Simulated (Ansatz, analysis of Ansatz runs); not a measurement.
# Migration in GeSe2O6 (P2_1/c): H transfer from O to O, charge +1, part 3 of 4

How high is the barrier when H changes place in GeSe2O6 (P2_1/c)? The case: H transfer from O to O, charge +1, in a cell of 36 host atoms with 1 H put in.

Ansatz 0.2.0; plane-wave PAW DFT, PBEsol; nudged elastic band between two relaxed defect structures at fixed charge in a uniform background.

So far: The structure; Relaxation of the start point, charge +1; Relaxation of the end point, charge +1.

### Step 4. Nudged elastic band, charge +1

5 movable images are laid between the ends on a pair-potential path, which keeps atoms from colliding in the first guess. Each image feels the true force across the path and a spring force along it. The highest image is set to climb to the top of the path.

This step: plane-wave PAW DFT, PBEsol; nudged elastic band between two relaxed defect structures at fixed charge in a uniform background.

The input, qp1.neb/input.yaml:

```yaml
crystal:
  lattice:
    - [5.07717925, 6.78733022, -0.00408761]
    - [-5.07717925, 6.78733022, 0.00408761]
    - [-4.9500808, 0.0, 7.32442304]
  atoms:
    - { symbol: Ge, position: [0.00376435, -0.00936314, 0.00608957] }
    - { symbol: Ge, position: [0.49836556, 0.50253079, -0.00655175] }
    - { symbol: Ge, position: [0.25220458, 0.24972409, 0.49099215] }
    - { symbol: Ge, position: [0.75037618, 0.76430424, 0.49360738] }
    - { symbol: Se, position: [0.42934826, 0.7346832, 0.20144313] }
    - { symbol: Se, position: [0.92583725, 0.24513633, 0.19156376] }
    - { symbol: Se, position: [0.04233421, 0.28818676, 0.71607124] }
    - { symbol: Se, position: [0.50563064, 0.82570675, 0.69505633] }
    - { symbol: Se, position: [0.07515836, 0.75615237, 0.80293942] }
    - { symbol: Se, position: [0.57146786, 0.25211809, 0.79903804] }
    - { symbol: Se, position: [0.48963804, 0.18540416, 0.28935393] }
    - { symbol: Se, position: [0.99101928, 0.67522181, 0.29990886] }
    - { symbol: O, position: [0.42953895, 0.72907849, 0.00589475] }
    - { symbol: O, position: [0.92991459, 0.22902044, -0.00125399] }
    - { symbol: O, position: [0.02278632, 0.31508343, 0.51067697] }
    - { symbol: O, position: [0.52861871, 0.81144043, 0.50941394] }
    - { symbol: O, position: [0.07249186, 0.76345888, 0.99733435] }
    - { symbol: O, position: [0.56749721, 0.27088843, 0.98774548] }
    - { symbol: O, position: [0.47904816, 0.18135051, 0.48406847] }
    - { symbol: O, position: [0.9781921, 0.67303546, 0.4943217] }
    - { symbol: O, position: [0.10814424, 0.30505999, 0.24871434] }
    - { symbol: O, position: [0.62282917, 0.77909148, 0.26613482] }
    - { symbol: O, position: [0.45151011, 0.63908882, 0.75190195] }
    - { symbol: O, position: [0.96843823, 0.11934802, 0.76308343] }
    - { symbol: O, position: [0.38824785, 0.19295042, 0.73879895] }
    - { symbol: O, position: [0.88411126, 0.70829702, 0.73817506] }
    - { symbol: O, position: [0.04605916, 0.8614089, 0.24560659] }
    - { symbol: O, position: [0.54980339, 0.36677255, 0.23729996] }
    - { symbol: O, position: [0.25604238, 0.96026596, 0.09630388] }
    - { symbol: O, position: [0.75079456, 0.46857645, 0.07983547] }
    - { symbol: O, position: [0.27983545, 1.00042092, 0.57645889] }
    - { symbol: O, position: [0.80306253, 0.4807071, 0.61778832] }
    - { symbol: O, position: [0.24751141, 0.53146023, 0.90734752] }
    - { symbol: O, position: [0.74974661, 0.02968954, 0.908075] }
    - { symbol: O, position: [0.21625199, 0.50022156, 0.41158822] }
    - { symbol: O, position: [0.71510927, 0.01017291, 0.39796286] }
    - { symbol: H, position: [0.78858714, 0.45704399, 0.72911477] }
total_charge: 1
basis:
  ecutwfc: 420
  xc_grid: 2
hamiltonian:
  xc: pbesol
kpoints:
  mp_grid: { grid: [1, 1, 1] }
scf:
  occupations: { method: fixed }
  max_iter: 100
output:
  forces: true
neb:
  images: 5
  f_tol: 0.05
  climbing: true
  initial_path: idpp
  max_iterations: 45
  order_check: false
  final_atoms:
    - { symbol: Ge, position: [-0.0037674, -0.00470871, 0.00510043] }
    - { symbol: Ge, position: [0.50118514, 0.50245711, -0.00341076] }
[... 1 atom line left out ...]
    - { symbol: Ge, position: [0.74395083, 0.75656324, 0.49388021] }
[... 2 atom lines left out ...]
    - { symbol: Se, position: [0.00879146, 0.34654622, 0.67678784] }
[... 2 atom lines left out ...]
    - { symbol: Se, position: [0.56428785, 0.26779672, 0.79225852] }
[... 3 atom lines left out ...]
    - { symbol: O, position: [0.92787345, 0.22931384, -0.00202883] }
    - { symbol: O, position: [0.01922054, 0.32661202, 0.49353305] }
[... 4 atom lines left out ...]
    - { symbol: O, position: [0.97743416, 0.66595707, 0.49322021] }
[... 3 atom lines left out ...]
    - { symbol: O, position: [0.9566201, 0.13859469, 0.7449796] }
[... 4 atom lines left out ...]
    - { symbol: O, position: [0.24184672, 0.97086863, 0.07786783] }
[... 2 atom lines left out ...]
    - { symbol: O, position: [0.78034428, 0.4972847, 0.58012493] }
[... 1 atom line left out ...]
    - { symbol: O, position: [0.74247919, 0.04434396, 0.88961271] }
[... 2 atom lines left out ...]
    - { symbol: H, position: [0.82995172, 0.17952118, 0.64809322] }
```

Run with:

```console
$ ansatz run input.yaml --threads 4 --pin off --max-ram 7536MiB --backend cpu --events-out ev --progress --plain --runs-dir out
```

Numbers of over 12 decimals in the logs are rounded to 6 here.

What it wrote:

```text
[...]
Warning: neb: disabling space-group detection — the band's intermediate images generally break the endpoint symmetry, so no spatial operation reduces the k-mesh or symmetrises the density, except that a semilocal band can use its path's symmetry ahead of [...]
[...]
parallel-image band execution: 4 concurrent image workers
NEB image 0
Crystal: 37 atoms, lattice volume = 504.532 Å³
Basis set: ecut = 420 eV, 9837 PW (Γ), exchange–correlation on 120×120×120 points (8 copies of the dense FFT grid, shifted against one another)
Bands: 201, of which v1, the nominal top of the filled ones, is band 164 counted from 1 (163 counted from 0)
Symmetry: 1 space group operations
k-points: 1
[...]
SCF iter   1: F=—  HF=-73869.475456 eV  |F-HF|=—  |Δ(HF+E_count)|=         —  Δρ=1.27e-2  dr2=8.26e-1  ethr=1.77e-3  ⟨swp⟩=4.0  Hψ=655  notcnv=0  defer=35
[...]
SCF iter  10: F=-73869.194802 eV  HF=-73869.194802 eV  |F-HF|=7.78e-8  |Δ(HF+E_count)|=   6.06e-7  Δρ=3.61e-6  dr2=6.71e-8  ethr=3.05e-11  ⟨swp⟩=4.0  Hψ=607  notcnv=0
SCF 1 converged in 10 iterations: F = -73869.194802 eV  dr2 = 6.71e-8
[...]
NSCF: frozen V_eff on 1 k-points
NEB image 6
SCF iter   1: F=—  HF=-73869.393918 eV  |F-HF|=—  |Δ(HF+E_count)|=         —  Δρ=1.27e-2  dr2=8.35e-1  ethr=1.77e-3  ⟨swp⟩=5.0  Hψ=632  notcnv=0  defer=35
[...]
SCF iter  10: F=-73869.109320 eV  HF=-73869.109319 eV  |F-HF|=9.33e-8  |Δ(HF+E_count)|=   5.86e-7  Δρ=3.66e-6  dr2=6.50e-8  ethr=3.05e-11  ⟨swp⟩=4.0  Hψ=610  notcnv=0
SCF 2 converged in 10 iterations: F = -73869.109320 eV  dr2 = 6.50e-8
[...]
NEB end point (image 0): max|allowed force component| = 1.137e-2 eV/Å (the criterion of neb.relax_end_points is 1.000e-2)
NEB end point (image 6): max|allowed force component| = 9.592e-3 eV/Å (the criterion of neb.relax_end_points is 1.000e-2)
NEB image 1
SCF iter   1: F=—  HF=-73868.746642 eV  |F-HF|=—  |Δ(HF+E_count)|=         —  Δρ=1.28e-2  dr2=8.41e-1  ethr=1.77e-3  ⟨swp⟩=4.0  Hψ=654  notcnv=0  defer=35
[...]
SCF iter  10: F=-73868.460815 eV  HF=-73868.460815 eV  |F-HF|=9.13e-8  |Δ(HF+E_count)|=   9.95e-7  Δρ=3.58e-6  dr2=6.96e-8  ethr=3.05e-11  ⟨swp⟩=4.0  Hψ=610  notcnv=0
SCF 3 converged in 10 iterations: F = -73868.460815 eV  dr2 = 6.96e-8
NEB image 2
SCF iter   1: F=—  HF=-73867.536494 eV  |F-HF|=—  |Δ(HF+E_count)|=         —  Δρ=1.31e-2  dr2=9.28e-1  ethr=1.77e-3  ⟨swp⟩=4.0  Hψ=653  notcnv=0  defer=35
[...]
SCF iter  11: F=-73867.221490 eV  HF=-73867.221490 eV  |F-HF|=4.98e-9  |Δ(HF+E_count)|=   1.42e-7  Δρ=3.43e-6  dr2=5.73e-8  ethr=3.05e-11  ⟨swp⟩=4.0  Hψ=603  notcnv=0
SCF 4 converged in 11 iterations: F = -73867.221490 eV  dr2 = 5.73e-8
NEB image 3
SCF iter   1: F=—  HF=-73866.930562 eV  |F-HF|=—  |Δ(HF+E_count)|=         —  Δρ=1.40e-2  dr2=1.21e0  ethr=1.77e-3  ⟨swp⟩=4.0  Hψ=653  notcnv=0  defer=35
[...]
SCF iter  12: F=-73866.523573 eV  HF=-73866.523573 eV  |F-HF|=1.41e-8  |Δ(HF+E_count)|=   9.78e-8  Δρ=1.51e-6  dr2=1.38e-8  ethr=3.05e-11  ⟨swp⟩=4.0  Hψ=591  notcnv=0
SCF 5 converged in 12 iterations: F = -73866.523573 eV  dr2 = 1.38e-8
NEB image 4
SCF iter   1: F=—  HF=-73867.015785 eV  |F-HF|=—  |Δ(HF+E_count)|=         —  Δρ=1.40e-2  dr2=1.23e0  ethr=1.77e-3  ⟨swp⟩=4.0  Hψ=656  notcnv=0  defer=35
[...]
SCF iter  11: F=-73866.598349 eV  HF=-73866.598348 eV  |F-HF|=9.28e-8  |Δ(HF+E_count)|=   4.04e-7  Δρ=3.84e-6  dr2=8.27e-8  ethr=3.05e-11  ⟨swp⟩=3.0  Hψ=705  notcnv=0
SCF 6 converged in 11 iterations: F = -73866.598349 eV  dr2 = 8.27e-8
NEB image 5
SCF iter   1: F=—  HF=-73867.941975 eV  |F-HF|=—  |Δ(HF+E_count)|=         —  Δρ=1.29e-2  dr2=8.78e-1  ethr=1.77e-3  ⟨swp⟩=5.0  Hψ=633  notcnv=0  defer=34
[...]
SCF iter  10: F=-73867.643865 eV  HF=-73867.643865 eV  |F-HF|=9.57e-8  |Δ(HF+E_count)|=   8.09e-7  Δρ=3.71e-6  dr2=7.48e-8  ethr=3.05e-11  ⟨swp⟩=4.0  Hψ=612  notcnv=0
SCF 7 converged in 10 iterations: F = -73867.643865 eV  dr2 = 7.48e-8
NEB iter   1: max|band force component| = 4.966e0 eV/Å  barrier→ = 2.6712 eV  barrier← = 2.5857 eV  Δτ_max = 0.2000 Å  (74 SCF iters)
NEB image 1
[...]
iter 1 solved again at ethr=5.21e-5 eV; its pass at ethr=3.10e-3 eV (dr2=1.71e-1 eV) is discarded
[...]
SCF iter  10: F=-73869.000061 eV  HF=-73869.000061 eV  |F-HF|=3.10e-8  |Δ(HF+E_count)|=   6.15e-8  Δρ=2.14e-6  dr2=2.48e-8  ethr=3.05e-11  ⟨swp⟩=4.0  Hψ=697  notcnv=0
SCF 8 converged in 10 iterations: F = -73869.000061 eV  dr2 = 2.48e-8
NEB image 2
[...]
SCF iter  10: F=-73868.527637 eV  HF=-73868.527637 eV  |F-HF|=1.20e-7  |Δ(HF+E_count)|=   2.82e-7  Δρ=4.26e-6  dr2=9.78e-8  ethr=3.05e-11  ⟨swp⟩=2.0  Hψ=704  notcnv=0
SCF 9 converged in 10 iterations: F = -73868.527637 eV  dr2 = 9.78e-8
NEB image 3
[...]
SCF iter  11: F=-73868.048959 eV  HF=-73868.048959 eV  |F-HF|=1.48e-8  |Δ(HF+E_count)|=   1.45e-7  Δρ=1.92e-6  dr2=2.16e-8  ethr=3.05e-11  ⟨swp⟩=4.0  Hψ=601  notcnv=0
SCF 10 converged in 11 iterations: F = -73868.048959 eV  dr2 = 2.16e-8
NEB image 4
[...]
SCF iter  10: F=-73868.015814 eV  HF=-73868.015813 eV  |F-HF|=7.13e-8  |Δ(HF+E_count)|=   1.85e-7  Δρ=3.31e-6  dr2=6.29e-8  ethr=3.05e-11  ⟨swp⟩=4.0  Hψ=697  notcnv=0
SCF 11 converged in 10 iterations: F = -73868.015814 eV  dr2 = 6.29e-8
NEB image 5
[...]
SCF iter   9: F=-73868.675120 eV  HF=-73868.675120 eV  |F-HF|=6.38e-8  |Δ(HF+E_count)|=   3.60e-7  Δρ=4.19e-6  dr2=9.28e-8  ethr=3.05e-11  ⟨swp⟩=4.0  Hψ=697  notcnv=0
SCF 12 converged in 9 iterations: F = -73868.675120 eV  dr2 = 9.28e-8
NEB iter   2: max|band force component| = 3.507e0 eV/Å  barrier→ = 1.1790 eV  barrier← = 1.0935 eV  Δτ_max = 0.2000 Å  (50 SCF iters)
NEB image 1
[...]
SCF iter  10: F=-73868.566607 eV  HF=-73868.566607 eV  |F-HF|=2.84e-9  |Δ(HF+E_count)|=   1.00e-7  Δρ=2.80e-6  dr2=3.84e-8  ethr=3.05e-11  ⟨swp⟩=5.0  Hψ=607  notcnv=0
SCF 13 converged in 10 iterations: F = -73868.566607 eV  dr2 = 3.84e-8
NEB image 2
[...]
SCF iter   9: F=-73868.849974 eV  HF=-73868.849974 eV  |F-HF|=1.12e-7  |Δ(HF+E_count)|=   3.79e-7  Δρ=3.94e-6  dr2=8.37e-8  ethr=3.05e-11  ⟨swp⟩=4.0  Hψ=760  notcnv=0
SCF 14 converged in 9 iterations: F = -73868.849974 eV  dr2 = 8.37e-8
NEB image 3
[...]
NEB image 5
[...]
SCF iter  10: F=-73868.301522 eV  HF=-73868.301522 eV  |F-HF|=9.50e-9  |Δ(HF+E_count)|=   2.42e-7  Δρ=4.27e-6  dr2=8.92e-8  ethr=3.05e-11  ⟨swp⟩=5.0  Hψ=632  notcnv=0
SCF 17 converged in 10 iterations: F = -73868.301522 eV  dr2 = 8.92e-8
NEB iter   3: max|band force component| = 7.567e0 eV/Å  barrier→ = 0.9227 eV  barrier← = 0.8372 eV  Δτ_max = 0.0997 Å  (49 SCF iters)
[... from here on, the SCF cycles and remarks between the steps are left out ...]
NEB iter   4: max|band force component| = 1.744e0 eV/Å  barrier→ = 0.6779 eV  barrier← = 0.5924 eV  Δτ_max = 0.0695 Å  (45 SCF iters)
NEB iter   5: max|band force component| = 9.340e-1 eV/Å  barrier→ = 0.5805 eV  barrier← = 0.4950 eV  Δτ_max = 0.0699 Å  (40 SCF iters)
NEB iter   6: max|band force component| = 8.615e-1 eV/Å  barrier→ = 0.5206 eV  barrier← = 0.4351 eV  CI = image 4  Δτ_max = 0.2000 Å  (43 SCF iters)
NEB iter   7: max|band force component| = 9.551e-1 eV/Å  barrier→ = 0.8235 eV  barrier← = 0.7380 eV  CI = image 4  Δτ_max = 0.1003 Å  (44 SCF iters)
NEB iter   8: max|band force component| = 8.851e-1 eV/Å  barrier→ = 0.9097 eV  barrier← = 0.8242 eV  CI = image 4  Δτ_max = 0.0497 Å  (41 SCF iters)
NEB iter   9: max|band force component| = 5.875e-1 eV/Å  barrier→ = 0.8746 eV  barrier← = 0.7891 eV  CI = image 4  Δτ_max = 0.0450 Å  (38 SCF iters)
NEB iter  10: max|band force component| = 5.472e-2 eV/Å  barrier→ = 0.8536 eV  barrier← = 0.7681 eV  CI = image 4  Δτ_max = 0.0091 Å  (38 SCF iters)
NEB image 1
[...]
SCF iter   5: F=-73869.178891 eV  HF=-73869.178891 eV  |F-HF|=4.28e-8  |Δ(HF+E_count)|=   4.24e-8  Δρ=3.88e-6  dr2=6.38e-8  ethr=3.05e-11  ⟨swp⟩=4.0  Hψ=605  notcnv=0
SCF 53 converged in 5 iterations: F = -73869.178891 eV  dr2 = 6.38e-8
NEB image 2
[...]
SCF iter   6: F=-73869.113694 eV  HF=-73869.113694 eV  |F-HF|=3.03e-8  |Δ(HF+E_count)|=   7.54e-8  Δρ=2.45e-6  dr2=3.32e-8  ethr=3.05e-11  ⟨swp⟩=3.0  Hψ=756  notcnv=0
SCF 54 converged in 6 iterations: F = -73869.113694 eV  dr2 = 3.32e-8
NEB image 3
[...]
SCF iter   7: F=-73868.912328 eV  HF=-73868.912328 eV  |F-HF|=1.17e-8  |Δ(HF+E_count)|=   6.59e-8  Δρ=1.64e-6  dr2=1.61e-8  ethr=3.05e-11  ⟨swp⟩=4.0  Hψ=598  notcnv=0
SCF 55 converged in 7 iterations: F = -73868.912328 eV  dr2 = 1.61e-8
NEB image 4
[...]
SCF iter   7: F=-73868.342851 eV  HF=-73868.342851 eV  |F-HF|=4.54e-9  |Δ(HF+E_count)|=   9.04e-8  Δρ=2.03e-6  dr2=2.32e-8  ethr=3.05e-11  ⟨swp⟩=4.0  Hψ=594  notcnv=0
SCF 56 converged in 7 iterations: F = -73868.342851 eV  dr2 = 2.32e-8
NEB image 5
[...]
SCF iter   6: F=-73868.977875 eV  HF=-73868.977875 eV  |F-HF|=1.97e-8  |Δ(HF+E_count)|=   6.49e-8  Δρ=2.08e-6  dr2=2.31e-8  ethr=3.05e-11  ⟨swp⟩=3.0  Hψ=658  notcnv=0
SCF 57 converged in 6 iterations: F = -73868.977875 eV  dr2 = 2.31e-8
NEB image 1
[...]
NEB image 2
[...]
NEB image 3
[...]
NEB image 5
[...]
NEB image 4
[...]
the band table was solved once a step of the walk had ended and its energy, with any forces and stress, was formed, with the checks that follow a solve (866 applications of the Hamiltonian). They found nothing against the state; [...]
NEB iter  11: max|band force component| = 2.312e-2 eV/Å  barrier→ = 0.8520 eV  barrier← = 0.7665 eV  CI = image 4  Δτ_max = 0.0000 Å  (31 SCF iters)
SCF converged after 7 iterations
Free energy (F): -73868.342851 eV
[...]
Internal energy: -73868.342851 eV  (E = F + TS)
E sigma→0 (E₀):  -73868.342851 eV
Fermi energy:    4.593885 eV
[...]
--- Forces (eV/Å), atoms counted from 1 ---
  atom   1  Ge     0.00689384     0.02067498    -0.02407559
  atom   2  Ge    -0.00210001    -0.00359578    -0.00436645
  [... 1 atom left out ...]
  atom   4  Ge     0.01391526    -0.00980465     0.01092964
  [... 2 atoms left out ...]
  atom   7  Se     0.00626434    -0.00512411    -0.00747125
  [... 2 atoms left out ...]
  atom  10  Se    -0.00585976    -0.01281658     0.00261957
  [... 3 atoms left out ...]
  atom  14  O     -0.00569907    -0.00050593    -0.00875227
  atom  15  O     -0.00684756    -0.00714756     0.00433341
  [... 8 atoms left out ...]
  atom  24  O      0.00699382     0.01286231     0.01356778
  [... 7 atoms left out ...]
  atom  32  O      0.00163610    -0.00772189     0.00712212
  [... 1 atom left out ...]
  atom  34  O     -0.00413565    -0.00837171     0.00660702
  [... 2 atoms left out ...]
  atom  37  H     -0.00383718     0.01052326    -0.00997531
  max |Σ_I F_I| component: 5.09e-5 eV/Å
--- Band table (eV) ---
[...]
this run last wrote the band of iteration 11 to <dir>
--- NEB band (7 images, 11 band iterations, 493 SCF iterations) ---
  forward barrier  = 0.851951 eV
  backward barrier = 0.766469 eV
  climbing image's point = of an order that was not read
  energies are F+E_penalty+E_count in eV, relative to image 0
  image     s (Å)  Δ vs image 0  max|band force component| (eV/Å)
      0    0.0000      0.000000                                 —
      1    0.5283      0.015911                          3.713e-3
      2    1.0567      0.081108                          1.017e-2
      3    1.5851      0.282474                          2.089e-2
  *   4    2.1135      0.851951                          2.312e-2
      5    2.8633      0.216927                          1.358e-2
      6    3.6132      0.085482                                 —
  climbing-image geometry (image 4):
  cell:  # Å, volume = 504.5318 Å³
    - [5.07717925, 6.78733022, -0.00408761]
    - [-5.07717925, 6.78733022, 0.00408761]
    - [-4.9500808, 0.0, 7.32442304]
  atoms:
    - { symbol: Ge, position: [-0.004687, -7.882170915707093e-5, 0.001659] }
    - { symbol: Ge, position: [0.498256, 0.502839, -0.004656] }
    - { symbol: Ge, position: [0.260105, 0.242118, 0.493601] }
    - { symbol: Ge, position: [0.746012, 0.758456, 0.488631] }
    - { symbol: Se, position: [0.419397, 0.748348, 0.188032] }
    - { symbol: Se, position: [0.926839, 0.243134, 0.200615] }
    - { symbol: Se, position: [0.038555, 0.320279, 0.700069] }
    - { symbol: Se, position: [0.512575, 0.815713, 0.695881] }
    - { symbol: Se, position: [0.068882, 0.760984, 0.793262] }
    - { symbol: Se, position: [0.568341, 0.255659, 0.802791] }
    - { symbol: Se, position: [0.492881, 0.180753, 0.290881] }
    - { symbol: Se, position: [0.996948, 0.669681, 0.295386] }
    - { symbol: O, position: [0.425452, 0.733163, -0.001163] }
    - { symbol: O, position: [0.925040, 0.226766, 0.009011] }
    - { symbol: O, position: [0.034555, 0.305049, 0.512544] }
    - { symbol: O, position: [0.525204, 0.809467, 0.503738] }
    - { symbol: O, position: [0.063299, 0.777345, 0.983575] }
    - { symbol: O, position: [0.561872, 0.270658, 0.991438] }
    - { symbol: O, position: [0.486359, 0.174602, 0.488028] }
    - { symbol: O, position: [0.977246, 0.663674, 0.490464] }
    - { symbol: O, position: [0.112824, 0.299599, 0.251784] }
    - { symbol: O, position: [0.611726, 0.793751, 0.252020] }
    - { symbol: O, position: [0.453557, 0.633095, 0.753568] }
    - { symbol: O, position: [0.928151, 0.166135, 0.746822] }
    - { symbol: O, position: [0.387193, 0.195262, 0.739478] }
    - { symbol: O, position: [0.884610, 0.703239, 0.732939] }
    - { symbol: O, position: [0.050324, 0.856833, 0.244787] }
    - { symbol: O, position: [0.547142, 0.366688, 0.238577] }
    - { symbol: O, position: [0.243049, 0.975824, 0.071989] }
    - { symbol: O, position: [0.751188, 0.467464, 0.087302] }
    - { symbol: O, position: [0.289036, 0.993006, 0.582468] }
    - { symbol: O, position: [0.801025, 0.480241, 0.599471] }
    - { symbol: O, position: [0.244302, 0.537161, 0.904326] }
    - { symbol: O, position: [0.745387, 0.032514, 0.908328] }
    - { symbol: O, position: [0.222056, 0.495884, 0.410823] }
    - { symbol: O, position: [0.717798, 0.004618, 0.398593] }
    - { symbol: H, position: [0.791830, 0.330400, 0.658057] }
```

Elapsed: 3.2 min, on 4 threads of Arm Neoverse V1, shared host; peak memory 1.9 GiB.

The path, image by image:

```
image  path (Å)  energy (eV)      H37: x, y, z (Å)
    0     0.000       0.0000  -1.926, 8.455, 5.339
    1     0.528       0.0159  -1.944, 8.190, 5.008
    2     1.057       0.0811  -1.720, 7.875, 4.674
    3     1.585       0.2825  -1.275, 7.714, 4.582
    4     2.114       0.8520  -0.915, 7.617, 4.818
    5     2.863       0.2169  -0.454, 7.106, 4.877
    6     3.613       0.0855   0.094, 6.852, 4.744
```

This step gave:

```yaml
free_energy: -73868.3429 eV
barrier_forward: 0.8520 eV
barrier_backward: 0.7665 eV
end_less_start: 0.08548 eV
hop_length: 2.646 Å
```

Track of the atom that was set to move:

```
image   x (Å)  y (Å)  z (Å)  nearest neighbour  distance (Å)
    0  -1.926  8.455  5.339                  O         0.993
    1  -1.944   8.19  5.008                  O         0.988
    2   -1.72  7.875  4.674                  O         0.984
    3  -1.275  7.714  4.582                  O         0.997
    4  -0.915  7.617  4.818                  O         1.236
    5  -0.454  7.106  4.877                  O         0.995
    6   0.094  6.852  4.744                  O          0.99
```

The band met its tolerance of 0.05 eV/Å after 11 iterations, with image 4 on top (the start counts as 0). H37, which moves farthest between the ends, has 1 O at 0.99 Å nearest at the start and 2 O at 1.24 to 1.28 Å at the top.

(Continued in part 4 of 4.)

[Logs are printed without paths, hosts, clocks, repeated set-up lines and the standing remarks that a program may print on its own settings, such as how far it seeks lower states.]

[Hosts, paths, dates, database ids (printed as entryN), source tags and the programs' standing remarks are cut or masked in the printed files.]
